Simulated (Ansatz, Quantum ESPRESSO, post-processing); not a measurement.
# Conductance against width: vacuum gaps between two Al(111) faces, part 2 of 2

How fast does transmission decay with width? The series: vacuum gaps between two Al(111) faces.

Quantum ESPRESSO 7.5; plane-wave DFT, LDA, GBRV ultrasoft pseudopotentials; cross-check by Ansatz 0.2.0 with PAW datasets.

So far. Step 9 (The open system, 7 Å): T goes from 0.0200 to 0.00236, a factor of 8.5. Step 10 (Cross-check with Ansatz, 7 Å): Ansatz finds T = 0.00210 against pwcond's 0.00236.

## (12) The open system, 8 Å

j3.cond.in

```
&inputcond
  outdir = './out'
  prefixt = 'j3.scf'
  tran_file = 'j3.cond.dat'
  bdl = 2.4494897419
  bds = 16.6808647723
  ikind = 1
  ewind = 4.0
  epsproj = 1e-05
  nz1 = 7
  energy0 = 0.4
  denergy = -0.4
/
10
  0.00000000 0.00000000 0.01562500
  0.00000000 0.12500000 0.09375000
  0.00000000 0.25000000 0.09375000
  0.00000000 0.37500000 0.09375000
  0.00000000 0.50000000 0.04687500
  0.12500000 0.25000000 0.09375000
  0.12500000 0.37500000 0.18750000
  0.12500000 0.50000000 0.18750000
  0.25000000 0.50000000 0.09375000
  0.25000000 0.62500000 0.09375000
3
```

Started as:

```
$ OMP_NUM_THREADS=1 mpirun -n 4 pwcond.x -in j3.cond.in > j3.cond.out
```

It took 45 s on 4 MPI ranks of Arm Neoverse N1, shared host; peak memory 0.25 GiB.

Numbers from this step:

```
transmission at the Fermi level, one spin : 3.18e-4
conductance                               : 3.18e-4 G₀
```

Per spin; mean over the k mesh across the current. Transmission, zone mean against energy, zero at the Fermi level:

| energy (eV) | transmission, zone mean |
| --- | --- |
| -0.400 | 1.7e-4 |
| 0.000 | 3.2e-4 |
| 0.400 | 5.8e-4 |

T goes from 0.00236 to 3.2e-4, a factor of 7.4.

## (13) The same in Ansatz, 8 Å

Level of this step: plane-wave DFT, LDA, Ansatz PAW (Ansatz 0.2.0).

input.yaml

```yaml
crystal:
  lattice:
    - [2.856711396, 0.0, 0.0]
    - [1.428355698, 2.4739846402, 0.0]
    - [0.0, 0.0, 47.6524164879]
  atoms:
    - { symbol: Al, position: [0.0, 0.0, 0.0] }
    - { symbol: Al, position: [0.333333333, 0.333333333, 0.0489480966] }
    - { symbol: Al, position: [0.666666667, 0.666666667, 0.0978961933] }
    - { symbol: Al, position: [0.0, 0.0, 0.1468442899] }
    - { symbol: Al, position: [0.333333333, 0.333333333, 0.1957923866] }
    - { symbol: Al, position: [0.666666667, 0.666666667, 0.2447404832] }
    - { symbol: Al, position: [0.0, 0.0, 0.2936885799] }
    - { symbol: Al, position: [0.333333333, 0.333333333, 0.3426366765] }
    - { symbol: Al, position: [0.666666667, 0.666666667, 0.3915847731] }
    - { symbol: Al, position: [0.0, 0.0, 0.5594671302] }
    - { symbol: Al, position: [0.333333333, 0.333333333, 0.6084152269] }
    - { symbol: Al, position: [0.666666667, 0.666666667, 0.6573633235] }
    - { symbol: Al, position: [0.0, 0.0, 0.7063114201] }
    - { symbol: Al, position: [0.333333333, 0.333333333, 0.7552595168] }
    - { symbol: Al, position: [0.666666667, 0.666666667, 0.8042076134] }
    - { symbol: Al, position: [0.0, 0.0, 0.8531557101] }
    - { symbol: Al, position: [0.333333333, 0.333333333, 0.9021038067] }
    - { symbol: Al, position: [0.666666667, 0.666666667, 0.9510519034] }
kpoints:
  mp_grid: { grid: [10, 10, 1] }
hamiltonian:
  xc: lda
scf:
  occupations: { method: fermi_dirac, width: 0.1 }
  convergence: { dr2_threshold: 1.0e-08 }
output:
  transmission: { leads: [[0, 3]], e_range: [-0.4, 0.4], de: 0.4, kmesh: [8, 8] }
  write_potential: true
  write_density: true
  volumetric_format: npy
```

Started as:

```
$ ansatz run input.yaml --threads 4 --pin off --max-ram 8192MiB --backend cpu --events-out ev --progress --plain --runs-dir out
```

Wall time 16 s (4 threads); peak memory 0.77 GiB.

This step gave:

```
free energy                               : -9230.8603 eV
energy at zero smearing                   : -9230.7250 eV
smearing term TS                          : 0.2706 eV
Fermi energy                              : 6.418 eV
transmission at the Fermi level, one spin : 2.76e-4
```

Per spin; mean over the k mesh across the current. Transmission, zone mean against energy, zero at the Fermi level:

| energy (eV) | transmission, zone mean |
| --- | --- |
| -0.400 | 1.5e-4 |
| 0.000 | 2.8e-4 |
| 0.400 | 5.3e-4 |

Ansatz finds T = 2.8e-4 against pwcond's 3.2e-4.

## (14) SCF with pw.x, 9 Å

Level of this step: plane-wave DFT, LDA, GBRV ultrasoft pseudopotentials (Quantum ESPRESSO 7.5).

j4.scf.in

```
&control
  prefix = 'j4.scf'
  outdir = './out'
  pseudo_dir = './pseudo'
  calculation = 'scf'
  tprnfor = .true.
/
&system
  ibrav = 0
  nat = 18
  ntyp = 1
  ecutwfc = 40
  ecutrho = 200
  occupations = 'smearing'
  smearing = 'mv'
  degauss = 0.01
/
&electrons
  conv_thr = 1e-07
  mixing_beta = 0.25
  electron_maxstep = 120
  mixing_mode = 'local-TF'
/
ATOMIC_SPECIES
  Al  26.9815  al_lda_v1.uspp.F.UPF
CELL_PARAMETERS angstrom
  2.85671139599365 0.00000000000000 0.00000000000000
  1.42835569799683 2.47398464021101 0.00000000000000
  0.00000000000000 0.00000000000000 48.65241648794350
ATOMIC_POSITIONS crystal
  Al  0.000000000000 0.000000000000 0.000000000000
  Al  0.333333333000 0.333333333000 0.047942019244
  Al  0.666666667000 0.666666667000 0.095884038488
  Al  0.000000000000 0.000000000000 0.143826057732
  Al  0.333333333000 0.333333333000 0.191768076976
  Al  0.666666667000 0.666666667000 0.239710096219
  Al  0.000000000000 0.000000000000 0.287652115463
  Al  0.333333333000 0.333333333000 0.335594134707
  Al  0.666666667000 0.666666667000 0.383536153951
  Al  0.000000000000 0.000000000000 0.568521826805
  Al  0.333333333000 0.333333333000 0.616463846049
  Al  0.666666667000 0.666666667000 0.664405865293
  Al  0.000000000000 0.000000000000 0.712347884537
  Al  0.333333333000 0.333333333000 0.760289903781
  Al  0.666666667000 0.666666667000 0.808231923024
  Al  0.000000000000 0.000000000000 0.856173942268
  Al  0.333333333000 0.333333333000 0.904115961512
  Al  0.666666667000 0.666666667000 0.952057980756
K_POINTS automatic
  10 10 1 0 0 0
```

Started as:

```
$ OMP_NUM_THREADS=1 mpirun -n 4 pw.x -nk 4 -in j4.scf.in > j4.scf.out
```

The job ended after 5.3 min (4 MPI ranks; peak memory 0.65 GiB; 21 min of CPU time).

Numbers from this step:

| Property | Result |
| --- | --- |
| free energy | -1625.8120 eV |
| Fermi energy | 6.260 eV |

## (15) The open system, 9 Å

j4.cond.in is the input of step 12 with these lines changed:

```diff
@@ -2,6 +2,6 @@
   outdir = './out'
-  prefixt = 'j3.scf'
-  tran_file = 'j3.cond.dat'
+  prefixt = 'j4.scf'
+  tran_file = 'j4.cond.dat'
   bdl = 2.4494897419
-  bds = 16.6808647723
+  bds = 17.0309176343
   ikind = 1
```

Started as:

```
$ OMP_NUM_THREADS=1 mpirun -n 4 pwcond.x -in j4.cond.in > j4.cond.out
```

The job ended after 45 s (4 MPI ranks; peak memory 0.25 GiB).

Numbers from this step:

* transmission at the Fermi level, one spin: 3.91e-5
* conductance: 3.91e-5 G₀

Per spin; mean over the k mesh across the current. Transmission, zone mean against energy, zero at the Fermi level:

| energy (eV) | transmission, zone mean |
| --- | --- |
| -0.400 | 2.0e-5 |
| 0.000 | 3.9e-5 |
| 0.400 | 8.1e-5 |

T goes from 3.2e-4 to 3.9e-5, a factor of 8.1.

## (16) Cross-check with Ansatz, 9 Å

Level of this step: plane-wave DFT, LDA, Ansatz PAW (Ansatz 0.2.0).

input.yaml

```yaml
crystal:
  lattice:
    - [2.856711396, 0.0, 0.0]
    - [1.428355698, 2.4739846402, 0.0]
    - [0.0, 0.0, 48.6524164879]
  atoms:
    - { symbol: Al, position: [0.0, 0.0, 0.0] }
    - { symbol: Al, position: [0.333333333, 0.333333333, 0.0479420192] }
    - { symbol: Al, position: [0.666666667, 0.666666667, 0.0958840385] }
    - { symbol: Al, position: [0.0, 0.0, 0.1438260577] }
    - { symbol: Al, position: [0.333333333, 0.333333333, 0.191768077] }
    - { symbol: Al, position: [0.666666667, 0.666666667, 0.2397100962] }
    - { symbol: Al, position: [0.0, 0.0, 0.2876521155] }
    - { symbol: Al, position: [0.333333333, 0.333333333, 0.3355941347] }
    - { symbol: Al, position: [0.666666667, 0.666666667, 0.383536154] }
    - { symbol: Al, position: [0.0, 0.0, 0.5685218268] }
    - { symbol: Al, position: [0.333333333, 0.333333333, 0.616463846] }
    - { symbol: Al, position: [0.666666667, 0.666666667, 0.6644058653] }
    - { symbol: Al, position: [0.0, 0.0, 0.7123478845] }
    - { symbol: Al, position: [0.333333333, 0.333333333, 0.7602899038] }
    - { symbol: Al, position: [0.666666667, 0.666666667, 0.808231923] }
    - { symbol: Al, position: [0.0, 0.0, 0.8561739423] }
    - { symbol: Al, position: [0.333333333, 0.333333333, 0.9041159615] }
    - { symbol: Al, position: [0.666666667, 0.666666667, 0.9520579808] }
kpoints:
  mp_grid: { grid: [10, 10, 1] }
hamiltonian:
  xc: lda
scf:
  occupations: { method: fermi_dirac, width: 0.1 }
  convergence: { dr2_threshold: 1.0e-08 }
output:
  transmission: { leads: [[0, 3]], e_range: [-0.4, 0.4], de: 0.4, kmesh: [8, 8] }
  write_potential: true
  write_density: true
  volumetric_format: npy
  elf: true
```

Started as:

```
$ ansatz run input.yaml --threads 4 --pin off --max-ram 8192MiB --backend cpu --events-out ev --progress --plain --runs-dir out
```

It took 19 s on 4 threads; peak memory 0.83 GiB.

Read from the output:

```
free energy                               : -9230.8602 eV
smearing term TS                          : 0.2704 eV
Fermi energy                              : 6.200 eV
transmission at the Fermi level, one spin : 3.42e-5
```

Per spin; mean over the k mesh across the current. Table of transmission, zone mean by energy, zero at the Fermi level:

| energy (eV) | transmission, zone mean |
| --- | --- |
| -0.400 | 1.7e-5 |
| 0.000 | 3.4e-5 |
| 0.400 | 7.1e-5 |

Ansatz finds T = 3.4e-5 against pwcond's 3.9e-5.

## (17) The series side by side

All levels:

| level | T by pwcond | T by Ansatz | lead channels | CPU time (s) |
| --- | --- | --- | --- | --- |
| 5 Å | 0.09032 | 0.07849 | 1.141 | 1957 |
| 6 Å | 0.02003 | 0.01424 | 1.141 | 1574 |
| 7 Å | 0.002358 | 0.002099 | 1.141 | 1162 |
| 8 Å | 3.18e-4 | 2.76e-4 | 1.141 | 1212 |
| 9 Å | 3.91e-5 | 3.42e-5 | 1.141 | 1453 |

## (18) Worked from the printed numbers

For the narrowest barrier, the Landauer sum over the mesh, Σ w T = 0.0938 × 0.255 + 0.1875 × 0.0885 + 0.0938 × 0.171 + … = 0.09032.

G = 0.0903 × 77.48 µS = 7 µS a cell. Times the area of 7.067 Å², the resistance-area product is A/G = 10.1 fΩ m², the leads' contact resistance included.

Free electrons at 3 an atom (3 atoms in 49.5 Å³) have k_F = 1.753 1/Å and offer A k_F²/4π = 1.73 channels per spin; the lead has 1.14 on this mesh.

κ = ln(T₁/T₂)/(2Δd) = ln(0.000318/3.908e-05)/(2 × 1 Å) = 1.05 1/Å.

## (19) Results

```json
{
 "conductance a cell at 5 Å": "0.0903 G₀",
 "conductance a cell at 6 Å": "0.0200 G₀",
 "conductance a cell at 7 Å": "0.00236 G₀",
 "conductance a cell at 8 Å": "3.2e-4 G₀",
 "conductance a cell at 9 Å": "3.9e-5 G₀",
 "fall of ln T per Å over the last interval": "2.10"
}
```

What this shows: The conductance goes from 0.0903 G₀ at 5 Å to 3.9e-5 G₀ at 9 Å (LDA, GBRV ultrasoft). Interval by interval ln T falls by 1.51, 2.14, 2.00 and 2.10 per Å. The last interval gives κ = 1.05 1/Å in T ∝ exp(−2κd), an apparent barrier of (κ/0.512)² = 4.2 eV. Ansatz follows the series within a factor of 1.41. Points with over 2.5 times the mean carry up to 73 % of T, so the means lean on few points, and the mesh was not tested. The geometries are as built, not relaxed, and the leads are short. Semilocal functionals lack the image potential in a vacuum gap.

[Logs are printed without paths, hosts, clocks, repeated set-up lines and the standing remarks that a program may print on its own settings, such as how far it seeks lower states.]

[Hosts, paths, dates, database ids (printed as entryN), source tags and the programs' standing remarks are cut or masked in the printed files.]

[Maps of the electrostatic potential energy from Ansatz leave out the sawtooth potential of an applied field or a dipole correction, so their vacuum need not be flat; planar profiles and work functions include it.]
